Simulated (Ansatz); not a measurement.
# Phonons of CsMgF3 (Pm-3m) against volume

Does CsMgF3 (Pm-3m) expand much on heating, by its phonons?

Main program and level: Ansatz 0.2.0; DFT PBEsol, scalar-relativistic, plane waves, PAW; PAW set soft_1.

## (1) Starting point

The structure is cubic, space group Pm-3m (No. 221). The conventional cell has a = 4.181 Å, b = 4.181 Å, c = 4.181 Å, α = 90.00°, β = 90.00°, γ = 90.00°. Nearest to Cs lie 12 F at 2.96 Å. Nearest to Mg lie 6 F at 2.09 Å. Nearest to F lie 2 Mg at 2.09 Å and 4 Cs at 2.96 Å. Farther neighbours, and contacts between anions beyond the nearest, are not listed.

## (2) The dispersion

Stability and thermal properties need the whole zone. Linear response on a 4×4×4 q mesh gives force constants as far as a supercell of that size would, and the tensors from the zone-centre run are typed in so that the long-range dipole term is interpolated apart.

The input, input.yaml:

```yaml
crystal:
  lattice:
    - [4.1805617951, 0.0, 0.0]
    - [0.0, 4.1805617951, 0.0]
    - [0.0, 0.0, 4.1805617951]
  atoms:
    - { symbol: Cs, position: [0.0, 0.0, 0.0] }
    - { symbol: Mg, position: [0.5, 0.5, 0.5] }
    - { symbol: F, position: [0.0, 0.5, 0.5] }
    - { symbol: F, position: [0.5, 0.0, 0.5] }
    - { symbol: F, position: [0.5, 0.5, 0.0] }
kpoints:
  mp_grid: { grid: [8, 8, 8] }
hamiltonian:
  xc: pbesol
  pseudopotentials: { kind: paw, azcp: { folder: soft_1 }, xc_functional: pbe }
scf:
  occupations: { method: fixed }
output:
  eigenvalues: true
phonons:
  method: dfpt
  qmesh: [4, 4, 4]
  temperatures: { t_max: 1000, t_step: 50 }
  qpath:
    path:
      - [[0.0, 0.0, 0.0], [0.0, 0.5, 0.0], [0.5, 0.5, 0.0], [0.0, 0.0, 0.0], [0.5, 0.5, 0.5], [0.0, 0.5, 0.0]]
      - [[0.5, 0.5, 0.5], [0.5, 0.5, 0.0]]
    npoints: 10
  non_analytic_term:
    high_frequency_dielectric_tensor: [[2.515, 0.0, 0.0], [0.0, 2.515, 0.0], [0.0, 0.0, 2.515]]
    born_effective_charges:
      - { species: Cs, tensor: [[1.4345, 0.0, 0.0], [0.0, 1.4345, 0.0], [0.0, 0.0, 1.4345]] }
      - { species: Mg, tensor: [[2.1701, 0.0, 0.0], [0.0, 2.1701, 0.0], [0.0, 0.0, 2.1701]] }
      - { species: F, tensor: [[-1.2341, 0.0, 0.0], [0.0, -1.1853, 0.0], [0.0, 0.0, -1.1853]] }
      - { species: F, tensor: [[-1.1853, 0.0, 0.0], [0.0, -1.2341, 0.0], [0.0, 0.0, -1.1853]] }
      - { species: F, tensor: [[-1.1853, 0.0, 0.0], [0.0, -1.1853, 0.0], [0.0, 0.0, -1.2341]] }
    source: "zone-centre run at this cell"
```

The run is started by

```sh
$ ansatz run input.yaml --threads 4 --pin off --max-ram 10240MiB --backend cpu --events-out ev --progress --plain --runs-dir out
```

The program printed:

```text
Engine: ansatz 0.2.0, x86_64-unknown-linux-gnu
Pseudopotentials: kind: paw
Pseudopotential: Cs, paw, valence charge 9, recommended cutoff 420 eV (normal), soft_1/Cs.paw.azcp
Pseudopotential: Mg, paw, valence charge 10, recommended cutoff 420 eV (normal), soft_1/Mg.paw.azcp
Pseudopotential: F, paw, valence charge 7, recommended cutoff 420 eV (normal), soft_1/F.paw.azcp
Functional definition: PBEsol
  exchange = pbesol_x
  correlation = pbesol_c
Crystal: 5 atoms, lattice volume = 73.064 Å³
Basis set: ecut = 420 eV, 1365 PW (Γ), exchange–correlation on 60×60×60 points (8 copies of the dense FFT grid, shifted against one another)
Bands: 25, of which v1, the nominal top of the filled ones, is band 20 counted from 1 (19 counted from 0)
Symmetry: 48 space group operations
k-points: 35 of 512
Non-local potential: Cs, projectors of the file, l = 0: 3, l = 1: 2, l = 2: 2, l = 3: 2
Non-local potential: Mg, projectors of the file, l = 0: 3, l = 1: 2, l = 2: 1
Non-local potential: F, projectors of the file, l = 0: 2, l = 1: 2, l = 2: 1
PAW form: soft (Blöchl's): semilocal exchange-correlation on the pseudo side does not see the compensation charge
PAW frozen core: Cs, regenerated for the run's functional, and the local potential with it (the file was generated under x = pbe(κ = 0.804, μ = 0.219515), c = pbe(β = 0.066725))
PAW frozen core: Mg, regenerated for the run's functional, and the local potential with it (the file was generated under x = pbe(κ = 0.804, μ = 0.219515), c = pbe(β = 0.066725))
PAW frozen core: F, regenerated for the run's functional, and the local potential with it (the file was generated under x = pbe(κ = 0.804, μ = 0.219515), c = pbe(β = 0.066725))
PAW one-centre angular grid: Cs, 194 points (default); XC on 64 Gauss nodes
PAW one-centre angular grid: Mg, 110 points (default); XC on 64 Gauss nodes
PAW one-centre angular grid: F, 110 points (default); XC on 64 Gauss nodes
Initial density: superposition of atomic densities (chi_scale 0.1, normalization cell, long waves kept (reshape's long-wave potential 0.00 eV rms))
Initial wavefunctions: pseudopotential atomic-orbital guess
Functional: x = pbesol(κ = 0.804, μ = 0.123457), c = pbesol(β = 0.046)
SCF iter   1: F=—  HF=-9910.652283 eV  |F-HF|=—  |Δ(HF+E_count)|=         —  Δρ=1.52e-1  dr2=1.29e1  ethr=3.10e-3  ⟨swp⟩=4.1  Hψ=3812  notcnv=0  defer=78
preconditioner: auto → Resta (q_TF=auto, 2.468 Å⁻¹)  ε∞=3.6  [insulator: Δε(μ)=4.523 eV  Ē_g=15.169 eV  n_scr=18 (ndim 8)  ℏωp=24.6 eV  f_vac=0.001  ε∞_Penn≈3.6]
SCF iter   2: F=—  HF=-9907.219259 eV  |F-HF|=—  |Δ(HF+E_count)|=    3.43e0  Δρ=5.19e-2  dr2=1.21e0  ethr=3.10e-3  ⟨swp⟩=3.1  Hψ=2068  notcnv=0  defer=88
SCF iter   3: F=—  HF=-9907.020018 eV  |F-HF|=—  |Δ(HF+E_count)|=   1.99e-1  Δρ=2.08e-2  dr2=3.46e-1  ethr=3.02e-3  ⟨swp⟩=2.9  Hψ=1772  notcnv=0  defer=87
SCF iter   4: F=—  HF=-9906.953877 eV  |F-HF|=—  |Δ(HF+E_count)|=   6.61e-2  Δρ=3.45e-3  dr2=1.26e-2  ethr=8.65e-4  ⟨swp⟩=2.2  Hψ=1611  notcnv=0  defer=83
SCF iter   5: F=—  HF=-9906.953069 eV  |F-HF|=—  |Δ(HF+E_count)|=   8.08e-4  Δρ=8.86e-4  dr2=5.18e-4  ethr=3.15e-5  ⟨swp⟩=2.0  Hψ=1630  notcnv=0  defer=97
SCF iter   6: F=—  HF=-9906.953201 eV  |F-HF|=—  |Δ(HF+E_count)|=   1.32e-4  Δρ=2.21e-4  dr2=3.31e-5  ethr=1.29e-6  ⟨swp⟩=2.0  Hψ=1608  notcnv=0  defer=97
SCF iter   7: F=—  HF=-9906.953193 eV  |F-HF|=—  |Δ(HF+E_count)|=   7.70e-6  Δρ=3.02e-5  dr2=1.02e-6  ethr=8.26e-8  ⟨swp⟩=2.3  Hψ=1472  notcnv=0  defer=71
SCF iter   8: F=—  HF=-9906.953193 eV  |F-HF|=—  |Δ(HF+E_count)|=   4.97e-7  Δρ=1.29e-5  dr2=1.04e-7  ethr=2.54e-9  ⟨swp⟩=2.8  Hψ=1647  notcnv=0  defer=40
SCF iter   9: F=—  HF=-9906.953193 eV  |F-HF|=—  |Δ(HF+E_count)|=   6.93e-9  Δρ=1.03e-6  dr2=5.18e-10  ethr=2.59e-10  ⟨swp⟩=2.1  Hψ=1244  notcnv=0  defer=40
SCF iter  10: F=-9906.953193 eV  HF=-9906.953193 eV  |F-HF|=1.09e-11  |Δ(HF+E_count)|=  6.48e-10  Δρ=1.24e-7  dr2=8.55e-12  ethr=1.00e-12  ⟨swp⟩=11.0  Hψ=6167  notcnv=0
SCF 1 converged in 10 iterations: F = -9906.953193 eV  dr2 = 8.55e-12
  greatest PAW one-centre occupation: 1.000 electrons in one spin orbital (limit 2), on the Mg atom at site 1 (counted from 0), in its partial waves of l = 0
NSCF: frozen V_eff on 35 k-points
NSCF: frozen V_eff on 125 k-points
DFPT response loops at q = (0, 0, 0) (fractional): preconditioner auto → none (the input reference at scf.mixing.eps_inf says where Resta's filter doesn't serve); β = 0.50; Broyden in place of MSR1
NSCF: frozen V_eff on 400 k-points
DFPT response loops at q = (0, 0, 0.25) (fractional): mixed as the last ones told, above
NSCF: frozen V_eff on 250 k-points
DFPT response loops at q = (0, 0, -0.5) (fractional): mixed as the last ones told, above
NSCF: frozen V_eff on 640 k-points
DFPT response loops at q = (0, 0.25, 0.25) (fractional): mixed as the last ones told, above
NSCF: frozen V_eff on 400 k-points
DFPT response loops at q = (0, 0.25, -0.5) (fractional): mixed as the last ones told, above
NSCF: frozen V_eff on 250 k-points
DFPT response loops at q = (0, -0.5, -0.5) (fractional): mixed as the last ones told, above
NSCF: frozen V_eff on 1024 k-points
DFPT response loops at q = (0.25, 0.25, 0.25) (fractional): mixed as the last ones told, above
NSCF: frozen V_eff on 640 k-points
DFPT response loops at q = (0.25, 0.25, -0.5) (fractional): mixed as the last ones told, above
NSCF: frozen V_eff on 400 k-points
DFPT response loops at q = (0.25, -0.5, -0.5) (fractional): mixed as the last ones told, above
NSCF: frozen V_eff on 250 k-points
DFPT response loops at q = (-0.5, -0.5, -0.5) (fractional): mixed as the last ones told, above
SCF converged after 10 iterations
Free energy (F): -9906.953193 eV
Harris-Foulkes:  -9906.953193 eV  (|F-HF|=1.09e-11)
Internal energy: -9906.953193 eV  (E = F + TS)
E sigma→0 (E₀):  -9906.953193 eV
Fermi energy:    3.856177 eV
--- Per-component energies (eV) ---
  E_band       = -414.279637
  E_kinetic    = 811.867093
  E_local      = -3648.499531  (includes V_loc(G=0)·N_el)
  E_nonlocal   = 481.340473
  E_hartree    = 1340.253340
  E_xc         = -435.657215
  E_vxc        = -470.197858  (∫ρ·V_xc dr)
  E_paw        = -5861.681738  (= ΣΔE_a)
  E_vpaw       = -269.299032  (= ΣTr[D̂ρ^β])
  E_aug_tail   = 0.002480  (compensation charges beyond the density's cutoff)
  E_ewald      = -2594.908450
  E_core_change = 0.330354  (= ΣΔE_core)
  E_smearing   = -0.000000  (= −TS)
  E_closure    = -0.000000  (closes the sum)
  Σ components = -9906.953193   (vs F -9906.953193, Δ=0.00e0)
--- Band table (eV; the first three rows and the last of 35) ---
  k-point 0: bands = [... 16 lower, 3.0343, 3.8562, 3.8562, 3.8562, 10.7322, 12.3396, 12.3396, 15.2252, ... 1 higher]
  k-point 1: bands = [... 16 lower, 3.0089, 3.6608, 3.8016, 3.8016, 11.0274, 12.4932, 12.6347, 15.2964, ... 1 higher]
  k-point 2: bands = [... 16 lower, 2.9877, 3.2138, 3.6613, 3.6613, 11.7495, 12.8847, 13.4020, 15.4568, ... 1 higher]
  k-point 34: bands = [... 16 lower, 3.5792, 3.7273, 3.7273, 3.7273, 12.7134, 12.7134, 12.7134, 16.3940, ... 1 higher]
--- Phonons (Γ-DFPT): 4 representative perturbations + reference (Σ response iterations 13) ---
  ASR residual: 1.116e-3 → 0.000e0 eV/Å²; symmetrization residual: 7.200e-6 eV/Å²
  ASR residual per site (eV/Å²): 3.46e-5 1.12e-3 1.06e-3 1.06e-3 1.06e-3
  Γ frequencies (cm⁻¹): 0.00 0.00 0.00 148.70 148.70 148.70 216.09 216.09 216.09 262.63 262.63 262.63 305.39 305.39 305.39
--- Phonons (arbitrary-q DFPT): 10 irreducible q on the 4×4×4 mesh ---
  q = [0.0000, 0.0000, 0.0000] (star 1, of the zone-centre solve; hermiticity 2.96e-6, symmetrization 2.08e-12): -0.00 -0.00 -0.00 148.70 148.70 148.70 216.09 216.09 216.09 262.63 262.63 262.63 305.39 305.39 305.39
  q = [0.0000, 0.0000, 0.2500] (star 6, 9 solved perturbations in 1560 linear systems a pass and spin channel, the states on 200 of 512 k-point pairs; hermiticity 1.18e-6, symmetrization 6.55e-13): 58.82 58.82 82.04 150.77 150.77 186.63 220.78 220.78 222.45 260.68 260.68 302.54 302.54 304.75 422.67
  q = [0.0000, 0.0000, -0.5000] (star 3, 9 solved perturbations in 975 linear systems a pass and spin channel, the states on 125 of 512 k-point pairs; hermiticity 1.42e-6, symmetrization 1.94e-12): 85.05 85.05 113.79 152.06 152.06 211.32 225.73 225.73 228.43 258.27 258.27 299.61 299.61 313.00 410.72
  q = [0.0000, 0.2500, 0.2500] (star 12, 9 solved perturbations in 2460 linear systems a pass and spin channel, the states on 320 of 512 k-point pairs; hermiticity 1.65e-6, symmetrization 1.70e-13): 59.69 75.66 100.11 160.76 171.99 187.30 207.97 225.02 241.64 256.71 266.93 292.93 299.09 323.45 403.76
  q = [0.0000, 0.2500, -0.5000] (star 12, 15 solved perturbations on 200 of 512 k-point pairs; hermiticity 1.41e-6, symmetrization 2.95e-14): 84.16 88.00 93.91 172.96 182.83 196.06 217.34 229.64 244.49 250.66 262.04 287.15 295.74 357.34 376.13
  q = [0.0000, -0.5000, -0.5000] (star 3, 9 solved perturbations in 975 linear systems a pass and spin channel, the states on 125 of 512 k-point pairs; hermiticity 1.91e-6, symmetrization 7.57e-14): 84.15 84.15 90.52 185.17 199.60 202.05 214.69 214.69 233.58 233.58 292.30 300.34 329.23 329.23 360.66
  q = [0.2500, 0.2500, 0.2500] (star 8, 4 solved perturbations in 1376 linear systems a pass and spin channel, the states on 512 of 512 k-point pairs; hermiticity 8.50e-7, symmetrization 1.96e-12): 76.42 76.42 98.36 172.71 172.71 198.70 211.46 238.60 238.60 263.64 263.64 288.30 288.30 325.71 398.20
  q = [0.2500, 0.2500, -0.5000] (star 12, 9 solved perturbations in 2460 linear systems a pass and spin channel, the states on 320 of 512 k-point pairs; hermiticity 7.82e-7, symmetrization 2.82e-13): 87.98 90.21 91.52 175.45 193.31 194.61 207.42 242.84 252.41 254.70 260.87 280.68 283.74 351.80 381.20
  q = [0.2500, -0.5000, -0.5000] (star 6, 9 solved perturbations in 1560 linear systems a pass and spin channel, the states on 200 of 512 k-point pairs; hermiticity 9.02e-7, symmetrization 4.32e-13): 90.01 90.01 93.91 181.88 191.94 191.94 199.09 226.12 252.33 252.33 272.29 281.62 322.82 322.82 384.16
  q = [-0.5000, -0.5000, -0.5000] (star 1, 4 solved perturbations in 350 linear systems a pass and spin channel, the states on 125 of 512 k-point pairs; hermiticity 2.64e-7, symmetrization 1.01e-12): 94.33 94.33 94.33 178.51 178.51 178.51 198.57 198.57 263.28 263.28 263.28 315.23 315.23 315.23 387.41
  sum rule: each row above includes the acoustic sum rule's correction from the zone centre's row sums; it moved no ω² by more than (3.90 cm⁻¹)²
  mesh force constants: q→R imaginary residual 1.71e-18; ASR residual 1.116e-3 → 0.000e0 eV/Å²; symmetrization residual 3.553e-15 eV/Å²
  interpolated dispersion: 63 rows × 15 modes
  density of states and harmonic sums: on the 16×16×16 q-mesh, interpolated from the force constants of a 4×4×4 supercell (with the dipole–dipole term of supplied tensors)
  largest difference from the sums on the solved wave vectors: F 1.30e-2 eV, S 1.71e-5 and C_V 3.95e-6 eV/K
  zero-point energy: 0.205109 eV/cell   skipped modes (ω ≤ 0): 3   left out of the sums: 4.88e-5 of the cell's modes: C_V's classical limit lies that fraction below 3 k_B per atom; for a crystal, a wire or a layer, F and S can be off by more, and a phonons.interpolated_qmesh denser along its periods is the remedy for the sampling
```

It took 7.1 min on 4 threads of Intel Xeon Platinum 8375C at 2.90GHz (Ice Lake), shared host; peak memory 2.5 GiB.

This step gave:

```
gap on the k-mesh                                          : 6.876 eV
volume per atom                                            : 14.61 Å³
sum-rule residual before enforcement                       : 0.001116 eV/Å²
lowest frequency on the path                               : 0 cm⁻¹
point group                                                : m-3m
highest frequency on path, mesh or solved points           : 430.3 cm⁻¹
mean frequency                                             : 220.6 cm⁻¹
Debye temperature (second moment)                          : 442 K
logarithmic mean frequency                                 : 198.2 cm⁻¹
highest optical mode at the zone centre (no LO-TO term)    : 305.4 cm⁻¹
lowest optical zone-centre mode                            : 148.7 cm⁻¹
lowest mode on the q mesh (acoustic modes at Γ apart)      : 58.82 cm⁻¹
zero-point energy per atom                                 : 41.02 meV
heat capacity at 300 K                                     : 22.48 J/(mol atoms K)
vibrational entropy at 300 K                               : 27.50 J/(mol atoms K)
edges of the widest gap between branches, on path and mesh : 113.8, 148.7 cm⁻¹
```

Frequencies (cm⁻¹) solved at each irreducible wavevector; negative means imaginary. Frequencies by wavevector, by row:

```tsv
q in reciprocal lattice units	star	mode 1	mode 2	mode 3	mode 4	mode 13	mode 14	mode 15
0 0 0	1	0	0	0	148.7	305.4	305.4	305.4
0 0 0.25	6	58.8	58.8	82	150.8	302.5	304.8	422.7
0 0 -0.5	3	85	85	113.8	152.1	299.6	313	410.7
0 0.25 0.25	12	59.7	75.7	100.1	160.8	299.1	323.4	403.8
0 0.25 -0.5	12	84.2	88	93.9	173	295.7	357.3	376.1
0 -0.5 -0.5	3	84.2	84.2	90.5	185.2	329.2	329.2	360.7
0.25 0.25 0.25	8	76.4	76.4	98.4	172.7	288.3	325.7	398.2
0.25 0.25 -0.5	12	88	90.2	91.5	175.4	283.7	351.8	381.2
0.25 -0.5 -0.5	6	90	90	93.9	181.9	322.8	322.8	384.2
-0.5 -0.5 -0.5	1	94.3	94.3	94.3	178.5	315.2	315.2	387.4
```

Symmetry leaves 10 wavevectors to solve. The lowest mode among them, the acoustic zeros apart, lies at q = (0, 0, 0.25) and is real, 58.8 cm⁻¹.

## (3) Relaxing at another volume, volume ratio 0.97

The volume is scaled by 0.97 and held; symmetry leaves nothing to relax, so this is a single point. The modes can then be followed against volume.

input.yaml, the sections that differ from step 2:

```yaml
crystal:
  lattice:
    - [4.1383310109, 0.0, 0.0]
    - [0.0, 4.1383310109, 0.0]
    - [0.0, 0.0, 4.1383310109]
  atoms:
    - { symbol: Cs, position: [0.0, 0.0, 0.0] }
    - { symbol: Mg, position: [0.5, 0.5, 0.5] }
    - { symbol: F, position: [0.0, 0.5, 0.5] }
    - { symbol: F, position: [0.5, 0.0, 0.5] }
    - { symbol: F, position: [0.5, 0.5, 0.0] }
output:
  forces: true
  stress: true
  eigenvalues: true
# kpoints, hamiltonian, scf: as in step 2
# phonons: removed
```

The program printed:

```text
[...]
Crystal: 5 atoms, lattice volume = 70.872 Å³
Basis set: ecut = 420 eV, 1357 PW (Γ), exchange–correlation on 60×60×60 points (8 copies of the dense FFT grid, shifted against one another)
Bands: 25, of which v1, the nominal top of the filled ones, is band 20 counted from 1 (19 counted from 0)
Symmetry: 48 space group operations
[...]
k-points: 35 of 512
[...]
--- Band table (eV; the first three rows and the last of 35) ---
  k-point 0: bands = [... 16 lower, 3.3095, 4.2290, 4.2290, 4.2290, 11.3120, 12.6937, 12.6937, 15.6446]
  k-point 1: bands = [... 16 lower, 3.2834, 4.0201, 4.1694, 4.1694, 11.6131, 12.8538, 13.0043, 15.7291]
  k-point 2: bands = [... 16 lower, 3.2650, 3.5418, 4.0179, 4.0179, 12.3375, 13.2617, 13.8318, 15.9209]
  k-point 34: bands = [... 16 lower, 3.8830, 4.1326, 4.1326, 4.1326, 13.1503, 13.1503, 13.1503, 17.0434]
[key lines of the parts left out:]
SCF converged after 9 iterations
Free energy (F): -9906.938179 eV
Fermi energy:    4.229001 eV
P = ⅓ Tr σ = 2.2769 GPa (22.769 kbar)
```

The job ended after 1.1 s (4 threads; peak memory 0.63 GiB; 3.5 s of CPU time).

This step gave:

```yaml
pressure: 2.277 GPa
gap_on_the_k_mesh: 7.083 eV
volume_per_atom: 14.17 Å³
direct_gap_on_mesh: 7.083 eV
```

At this level the gap is 7.08 eV on the k-mesh of the self-consistent run, which can miss the band edges.

(Part 1 of 2 ends here.)

[Long decimals in the printed logs are rounded to 6 places.]

[Logs are printed without paths, hosts, clocks, repeated set-up lines and the standing remarks that a program may print on its own settings, such as how far it seeks lower states.]

[Hosts, paths, dates, database ids (printed as entryN), source tags and the programs' standing remarks are cut or masked in the printed files.]

[Where the starting crystal was built by hand or by swapping elements, it need not be the compound's stable phase.]
